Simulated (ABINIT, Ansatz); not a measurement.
# PbO (P4/nmm): bands and cutoff in G0W0 with ABINIT

What does each rung of G0W0 on PbO (P4/nmm) cost, and what does it buy?

Program: ABINIT 10.8.3. Level of theory: PBE and many-body steps on it, plane waves. Results are calculated unless marked as measured.

The database entry behind the starting cell differs from later determinations by our own check (c about 1 % long), so it need not match the best structure at ambient conditions.

## 1. The starting structure

It takes space group P4/nmm (No. 129, tetragonal). The conventional cell has a = 3.960 Å, b = 3.960 Å, c = 5.070 Å, α = 90.00°, β = 90.00°, γ = 90.00°. Pb has 4 O at 2.32 Å nearest. O has 4 Pb at 2.32 Å nearest. Farther neighbours and most contacts between anions are not listed.

As a file:

```cif
data_structure
_symmetry_space_group_name_H-M 'P4/nmm:1'
_symmetry_Int_Tables_number 129
_cell_length_a 3.9600
_cell_length_b 3.9600
_cell_length_c 5.0700
_cell_angle_alpha 90.000
_cell_angle_beta 90.000
_cell_angle_gamma 90.000
_cell_volume 79.51
loop_
_atom_site_label
_atom_site_type_symbol
_atom_site_symmetry_multiplicity
_atom_site_Wyckoff_symbol
_atom_site_fract_x
_atom_site_fract_y
_atom_site_fract_z
_atom_site_occupancy
Pb1 Pb 2 c 0.00000 0.50000 0.23899 1
O1 O 2 a 0.00000 0.00000 0.00000 1
```

 The runs that relaxed it are not among those shown. Spin-orbit coupling is left out unless a step names it.

## 2. Empty states on the mesh, 4×4×4 mesh, 431 bands

This step: ABINIT 10.8.3; DFT, PBE, plane waves, norm-conserving pseudopotentials.

The sums over transitions need many empty states on a uniform mesh; this step solves for them.

Contents of run.abi:

```
acell 3*1.0 Angstrom
rprim 
  3.960000000000 0.000000000000 0.000000000000
  0.000000000000 3.960000000000 0.000000000000
  0.000000000000 0.000000000000 5.070000000000
ntypat 2
znucl 82 8
natom 4
typat 1 1 2 2
xred 
  0.000000000000 0.500000000000 0.238990104020
  0.500000000000 0.000000000000 0.761009895980
  0.000000000000 0.000000000000 0.000000000000
  0.500000000000 0.500000000000 0.000000000000
pp_dirpath "pseudos"
pseudos "Pb.upf, O.upf"
ecut 42
ngkpt 4 4 4
nshiftk 1
shiftk 0 0 0
kptopt 1
chksymbreak 0
iscf -2
irdden 1
istwfk *1
nband 431
nbdbuf 38
tolwfr 1e-09
nstep 60
prtvol 0
indata_prefix "in"
outdata_prefix "out"
tmpdata_prefix "tmp"
```

The run is started by

```console
$ OMP_NUM_THREADS=1 mpirun -n 16 abinit run.abi > log
```

Numbers of over 12 decimals in the logs are rounded to 6 here.

Output:

```text
.Version 10.8.3 of ABINIT. v10.8.2 released Aug 2026.

 Symmetries : space group P4/n m m (#129); Bravais tP (primitive tetrag.)
[... echo of the input left out ...]
== DATASET  1 ==================================================================
-   mpi_nproc: 16, omp_nthreads: 1 (-1 if OMP is not activated)
-    --> not optimal distribution: autoparal keyword recommended in input file <--

--- !DatasetInfo
iteration_state: {dtset: 1, }
dimensions: {natom: 4, nkpt: 18, mband: 431, nsppol: 1, nspinor: 1, nspden: 1, mpw: 7032, }
cutoff_energies: {ecut:  42.0, pawecutdg:  -1.0, }
[...]
5.99740    6.01142    6.01598    6.01856    6.01856    6.02062    6.02526    6.02557
   6.02775    6.02776    6.05369    6.05526    6.05526    6.06987    6.08996    6.14776
   6.14952    6.17216    6.17605    6.18987    6.19840    6.20659    6.21215
 prteigrs : prtvol=0 or 1, do not print more k-points.

== END DATASET(S) ==============================================================
================================================================================

 -outvars: echo values of variables after computation  --------
            nband         431
             nkpt          18
          spgroup         129
 [... the other variables as echoed above ...]

 Calculation completed.
```

Wall time 6 min (16 MPI ranks of Arm Neoverse V2, shared host); peak memory 2 GiB; 1.6 h of CPU time.

This step gave:

```yaml
gap: 1.126 eV
k_of_the_valence_top: 0, 0, 0
k_of_the_conduction_bottom: 0.5, 0.5, 0
least_direct_gap: 2.115 eV
k_points_computed: 18
lowest_point_of_the_top_converged_band_above_the_valence_top: 149.0240 eV
```

On this mesh the gap is 1.126 eV.

The density comes from a self-consistent run that is not shown.

## 3. Screening, 4×4×4 mesh, 73 bands, screening to 76.2 eV

The RPA dielectric matrix is built and inverted for each q.

This step: RPA screening on PBE, plane waves, norm-conserving pseudopotentials.

run.abi, as its differences from that of step 2:

```diff
@@ -22,10 +22,11 @@
 chksymbreak 0
-iscf -2
-irdden 1
 istwfk *1
-nband 431
-nbdbuf 38
-tolwfr 1e-09
-nstep 60
-prtvol 0
+occopt 1
+irdwfk 1
+optdriver 3
+nband 73
+ecuteps 2.8
+inclvkb 2
+awtr 1
+symchi 1
 indata_prefix "in"
```

Output:

```text
.Version 10.8.3 of ABINIT. v10.8.2 released Aug 2026.

 Symmetries : space group P4/n m m (#129); Bravais tP (primitive tetrag.)
[... echo of the input left out ...]
== DATASET  1 ==================================================================
-   mpi_nproc: 16, omp_nthreads: 1 (-1 if OMP is not activated)

--- !DatasetInfo
iteration_state: {dtset: 1, }
dimensions: {natom: 4, nkpt: 18, mband: 73, nsppol: 1, nspinor: 1, nspden: 1, mpw: 7032, }
cutoff_energies: {ecut:  42.0, pawecutdg:  -1.0, }
electrons: {nelect:   5.60000000E+01, charge:   0.00000000E+00, occopt:   1.00000000E+00, tsmear:   1.00000000E-02, }

 SCREENING: Calculation of the susceptibility and dielectric matrices

 Based on a program developped by R.W. Godby, V. Olevano, G. Onida, and L. Reining.
 Incorporated in ABINIT by V. Olevano, G.-M. Rignanese, and M. Torrent.
.Using double precision arithmetic ; gwpc =  8

[... cell and pseudopotentials left out ...]
--------------------------------------------------------------------------------

 ==== K-mesh for the wavefunctions ====
 Number of points in the irreducible wedge :    18
[... list of points left out ...]
 Together with 16 symmetry operations and time-reversal symmetry
 yields    64 points in the full Brillouin Zone.

 ==== Q-mesh for the screening function ====
 Number of points in the irreducible wedge :    18
[... list of points left out ...]
 Together with 16 symmetry operations and time-reversal symmetry
 yields    64 points in the full Brillouin Zone.

 setmesh: FFT mesh size selected  =    30x   30x   36
          total number of points  =        32400

 vcoul_init : cutoff-mode = AUXILIARY_FUNCTION
 q-points for optical limit:   1
     1)      0.000010    0.000020    0.000030

- screening: taking advantage of time-reversal symmetry
- Maximum band index for partially occupied states nbvw = 28
- Remaining bands to be divided among processors   nbcw = 45
- Number of bands treated by each node ~2

 Number of electrons calculated from density =   56.0000; Expected =   56.0000
 average of density, n =  0.104374
 r_s =    1.3176
 omega_plasma =   31.1639 [eV]

 calculating chi0 at frequencies [eV] :
  1    0.000000E+00    0.000000E+00
  2    0.000000E+00    3.116392E+01

--------------------------------------------------------------------------------
  q-point number  1        q = ( 0.000000, 0.000000, 0.000000) [r.l.u.]
--------------------------------------------------------------------------------
[... chi0 elements left out ...]
 For q-point:  0.000010 0.000020 0.000030
  dielectric constant =   6.3381
  dielectric constant without local fields =   7.0798

  Average fulfillment of the sum rule on Im[epsilon] for q-point    1 :     37.52  [%]
[... wings left out ...]
  q-point number  2        q = ( 0.250000, 0.000000, 0.000000) [r.l.u.]
--------------------------------------------------------------------------------
[... chi0 elements left out ...]
  Average fulfillment of the sum rule on Im[epsilon] for q-point    2 :     52.73  [%]

 [... 16 further q-points ...]
```

Wall time 31 s (16 MPI ranks); peak memory 7 GiB; 8.1 min of CPU time.

Numbers from this step:

```
ε∞ with local fields, on this mesh, along the program's q direction : 6.338
the same without local fields                                       : 7.080
plasma frequency                                                    : 31.16 eV
plane waves in the screening matrix                                 : 123
```

Local fields lower ε∞ by 10 %. On a Γ-centred mesh this coarse the value itself is usually too large, while a short band sum pulls it down.

## 4. 73 bands, 76.2 eV

The self-energy is evaluated for the states that the input lists, and the levels follow from it, in one-shot runs by the linearised quasiparticle equation.

This step: G0W0 on PBE, plane waves, norm-conserving pseudopotentials.

run.abi, as its differences from that of step 3:

```diff
@@ -25,8 +25,17 @@
 irdwfk 1
-optdriver 3
+optdriver 4
 nband 73
+gwcalctyp 0
+ecutsigx 42
+symsigma 1
+nkptgw 2
+kptgw 
+  0.0000000000 0.0000000000 0.0000000000
+  0.5000000000 0.5000000000 0.0000000000
+bdgw 
+  26 30
+  27 30
 ecuteps 2.8
-inclvkb 2
-awtr 1
-symchi 1
+irdscr 1
+ppmodel 1
 indata_prefix "in"
```

Output:

```text
.Version 10.8.3 of ABINIT. v10.8.2 released Aug 2026.

 Symmetries : space group P4/n m m (#129); Bravais tP (primitive tetrag.)
[... echo of the input left out ...]
== DATASET  1 ==================================================================
-   mpi_nproc: 16, omp_nthreads: 1 (-1 if OMP is not activated)

--- !DatasetInfo
iteration_state: {dtset: 1, }
dimensions: {natom: 4, nkpt: 18, mband: 73, nsppol: 1, nspinor: 1, nspden: 1, mpw: 7032, }
cutoff_energies: {ecut:  42.0, pawecutdg:  -1.0, }
electrons: {nelect:   5.60000000E+01, charge:   0.00000000E+00, occopt:   1.00000000E+00, tsmear:   1.00000000E-02, }

 SIGMA: Calculation of the GW corrections

 Based on a program developped by R.W. Godby, V. Olevano, G. Onida, and L. Reining.
 Incorporated in ABINIT by V. Olevano, G.-M. Rignanese, and M. Torrent.
.Using double precision arithmetic ; gwpc =  8

[... cell and pseudopotentials left out ...]
--------------------------------------------------------------------------------

 ==== K-mesh for the wavefunctions ====
 Number of points in the irreducible wedge :    18
[... list of points left out ...]
 Together with 16 symmetry operations and time-reversal symmetry
 yields    64 points in the full Brillouin Zone.

 ==== Q-mesh for screening function ====
 Number of points in the irreducible wedge :    18
[... list of points left out ...]
 Together with 16 symmetry operations and time-reversal symmetry
 yields    64 points in the full Brillouin Zone.

 vcoul_init : cutoff-mode = AUXILIARY_FUNCTION
 q-points for optical limit:   1
     1)      0.000010    0.000020    0.000030
 setmesh: FFT mesh size selected  =    48x   48x   60
          total number of points  =       138240

 Number of electrons calculated from density =   56.0000; Expected =   56.0000
 average of density, n =  0.104374
 r_s =    1.3176
 omega_plasma =   31.1639 [eV]

 === KS Band Gaps ===
  >>>> For spin  1
   Minimum direct gap =   2.1149 [eV], located at k-point      :   0.5000  0.5000  0.0000
   Fundamental gap    =   1.1262 [eV], Top of valence bands at :   0.0000  0.0000  0.0000
                                       Bottom of conduction at :   0.5000  0.5000  0.0000
 SIGMA fundamental parameters:
 PLASMON POLE MODEL  1
 number of plane-waves for SigmaX                 6975
 number of plane-waves for SigmaC and W            123
 number of plane-waves for wavefunctions          6975
 number of bands                                    73
 number of independent spin polarizations            1
 number of spinorial components                      1
 number of k-points in IBZ                          18
 number of q-points in IBZ                          18
 number of symmetry operations                      16
 number of k-points in BZ                           64
 number of q-points in BZ                           64
 number of frequencies for dSigma/dE                 9
 frequency step for dSigma/dE [eV]                0.25
 number of omega for Sigma on real axis              0
 max omega for Sigma on real axis  [eV]           0.00
 zcut for avoiding poles [eV]                     0.10

 EPSILON^-1 parameters (SCR file):
 dimension of the eps^-1 matrix on file            123
 dimension of the eps^-1 matrix used               123
 number of plane-waves for wavefunctions          6975
 number of bands                                    73
 number of q-points in IBZ                          18
 number of frequencies                               2
 number of real frequencies                          1
 number of imag frequencies                          1

 matrix elements of self-energy operator (all in [eV])

 Perturbative Calculation

--- !SelfEnergy_ee
iteration_state: {dtset: 1, }
kpoint     : [   0.000,    0.000,    0.000, ]
spin       : 1
KS_gap     :    2.411
QP_gap     :    2.873
Delta_QP_KS:    0.462
data: !SigmaeeData |
     Band     E0 <VxcDFT>   SigX SigC(E0)      Z dSigC/dE  Sig(E)    E-E0       E
       26   5.510 -19.674 -24.613   5.300   0.761  -0.315 -19.400   0.274   5.784
       27   5.510 -19.674 -24.613   5.300   0.761  -0.315 -19.400   0.274   5.784
       28   7.102 -18.066 -20.585   2.941   0.794  -0.260 -17.731   0.334   7.437
       29   9.513 -12.427  -8.529  -2.946   0.836  -0.197 -11.631   0.796  10.310
       30  12.630 -11.343  -6.812  -3.451   0.834  -0.199 -10.442   0.901  13.530

--- !SelfEnergy_ee
iteration_state: {dtset: 1, }
kpoint     : [   0.500,    0.500,    0.000, ]
spin       : 1
KS_gap     :    2.115
QP_gap     :    2.098
Delta_QP_KS:   -0.017
data: !SigmaeeData |
     Band     E0 <VxcDFT>   SigX SigC(E0)      Z dSigC/dE  Sig(E)    E-E0       E
       27   6.114 -20.440 -25.210   5.284   0.760  -0.316 -20.050   0.390   6.504
       28   6.114 -20.440 -25.210   5.284   0.760  -0.316 -20.050   0.390   6.504
       29   8.228 -10.090  -6.810  -2.833   0.838  -0.193  -9.716   0.374   8.602
       30   8.228 -10.090  -6.810  -2.833   0.838  -0.193  -9.716   0.374   8.602

== END DATASET(S) ==============================================================
================================================================================

 -outvars: echo values of variables after computation  --------
           etotal      0.0000000000E+00
            nband          73
             nkpt          18
          spgroup         129
 [... the other variables as echoed above ...]

 Calculation completed.
```

Wall time 3.9 s (16 MPI ranks); peak memory 3.1 GiB; 60 s of CPU time.

This step gave:

```yaml
g0w0_gap_on_the_points_computed: 1.165 eV
starting_gap_on_the_mesh: 1.126 eV
k_of_the_valence_top: 0, 0, 0
k_of_the_conduction_bottom: 0.5, 0.5, 0
z_at_the_valence_top: 0.794
z_at_the_conduction_bottom: 0.838
least_direct_g0w0_gap_on_the_computed_points: 2.098 eV
```

The gap on the mesh goes from 1.13 eV to 1.17 eV, a correction of +0.04 eV.

## 5. Screening, 4×4×4 mesh, 177 bands, screening to 141.5 eV

This step: RPA screening on PBE, plane waves, norm-conserving pseudopotentials.

run.abi, as its differences from that of step 4:

```diff
@@ -25,17 +25,8 @@
 irdwfk 1
-optdriver 4
-nband 73
-gwcalctyp 0
-ecutsigx 42
-symsigma 1
-nkptgw 2
-kptgw 
-  0.0000000000 0.0000000000 0.0000000000
-  0.5000000000 0.5000000000 0.0000000000
-bdgw 
-  26 30
-  27 30
-ecuteps 2.8
-irdscr 1
-ppmodel 1
+optdriver 3
+nband 177
+ecuteps 5.2
+inclvkb 2
+awtr 1
+symchi 1
 indata_prefix "in"
```

Output:

```text
.Version 10.8.3 of ABINIT. v10.8.2 released Aug 2026.

 Symmetries : space group P4/n m m (#129); Bravais tP (primitive tetrag.)
[... echo of the input left out ...]
== DATASET  1 ==================================================================
-   mpi_nproc: 16, omp_nthreads: 1 (-1 if OMP is not activated)

--- !DatasetInfo
iteration_state: {dtset: 1, }
dimensions: {natom: 4, nkpt: 18, mband: 177, nsppol: 1, nspinor: 1, nspden: 1, mpw: 7032, }
cutoff_energies: {ecut:  42.0, pawecutdg:  -1.0, }
electrons: {nelect:   5.60000000E+01, charge:   0.00000000E+00, occopt:   1.00000000E+00, tsmear:   1.00000000E-02, }

 SCREENING: Calculation of the susceptibility and dielectric matrices

 Based on a program developped by R.W. Godby, V. Olevano, G. Onida, and L. Reining.
 Incorporated in ABINIT by V. Olevano, G.-M. Rignanese, and M. Torrent.
.Using double precision arithmetic ; gwpc =  8

[... cell and pseudopotentials left out ...]
--------------------------------------------------------------------------------

 ==== K-mesh for the wavefunctions ====
 Number of points in the irreducible wedge :    18
[... list of points left out ...]
 Together with 16 symmetry operations and time-reversal symmetry
 yields    64 points in the full Brillouin Zone.

 ==== Q-mesh for the screening function ====
 Number of points in the irreducible wedge :    18
[... list of points left out ...]
 Together with 16 symmetry operations and time-reversal symmetry
 yields    64 points in the full Brillouin Zone.

 setmesh: FFT mesh size selected  =    30x   30x   40
          total number of points  =        36000

 vcoul_init : cutoff-mode = AUXILIARY_FUNCTION
 q-points for optical limit:   1
     1)      0.000010    0.000020    0.000030

- screening: taking advantage of time-reversal symmetry
- Maximum band index for partially occupied states nbvw = 28
- Remaining bands to be divided among processors   nbcw = 149
- Number of bands treated by each node ~9

 Number of electrons calculated from density =   56.0000; Expected =   56.0000
 average of density, n =  0.104374
 r_s =    1.3176
 omega_plasma =   31.1639 [eV]

 calculating chi0 at frequencies [eV] :
  1    0.000000E+00    0.000000E+00
  2    0.000000E+00    3.116392E+01

--------------------------------------------------------------------------------
  q-point number  1        q = ( 0.000000, 0.000000, 0.000000) [r.l.u.]
--------------------------------------------------------------------------------
[... chi0 elements left out ...]
 For q-point:  0.000010 0.000020 0.000030
  dielectric constant =   6.2776
  dielectric constant without local fields =   7.1579

  Average fulfillment of the sum rule on Im[epsilon] for q-point    1 :     72.15  [%]
[... wings left out ...]
  q-point number  2        q = ( 0.250000, 0.000000, 0.000000) [r.l.u.]
--------------------------------------------------------------------------------
[... chi0 elements left out ...]
  Average fulfillment of the sum rule on Im[epsilon] for q-point    2 :     83.57  [%]

 [... 16 further q-points ...]
```

Elapsed: 2.2 min, on 16 MPI ranks; peak memory 8.8 GiB.

This step gave:

```yaml
eps_infinity_with_local_fields_on_this_mesh_along_the_program_s_q_direction: 6.278
the_same_without_local_fields: 7.158
plasma_frequency: 31.16 eV
plane_waves_in_the_screening_matrix: 293
```

(Part 1 of 2 ends here.)

[Paths, hosts, dates, memory and timing lines, banners, echoed tables and standing remarks are left out of the program output.]

[Logs are printed without paths, hosts, clocks, repeated set-up lines and the standing remarks that a program may print on its own settings, such as how far it seeks lower states.]

[Runs of the session that timed out or met a known fault of the program may be left out.]

[Hosts, paths, dates, database ids (printed as entryN), source tags and the programs' standing remarks are cut or masked in the printed files.]

[G0W0 gaps are taken among the corrected bands and points alone; a level outside them can change the order at an edge.]

[Where Ansatz stands beside ABINIT at settings called matched, ABINIT's density can come from a denser mesh and the files from another edition; pairs whose starting gaps differed by over 0.03 eV were left out, so agreement reads better than it is.]
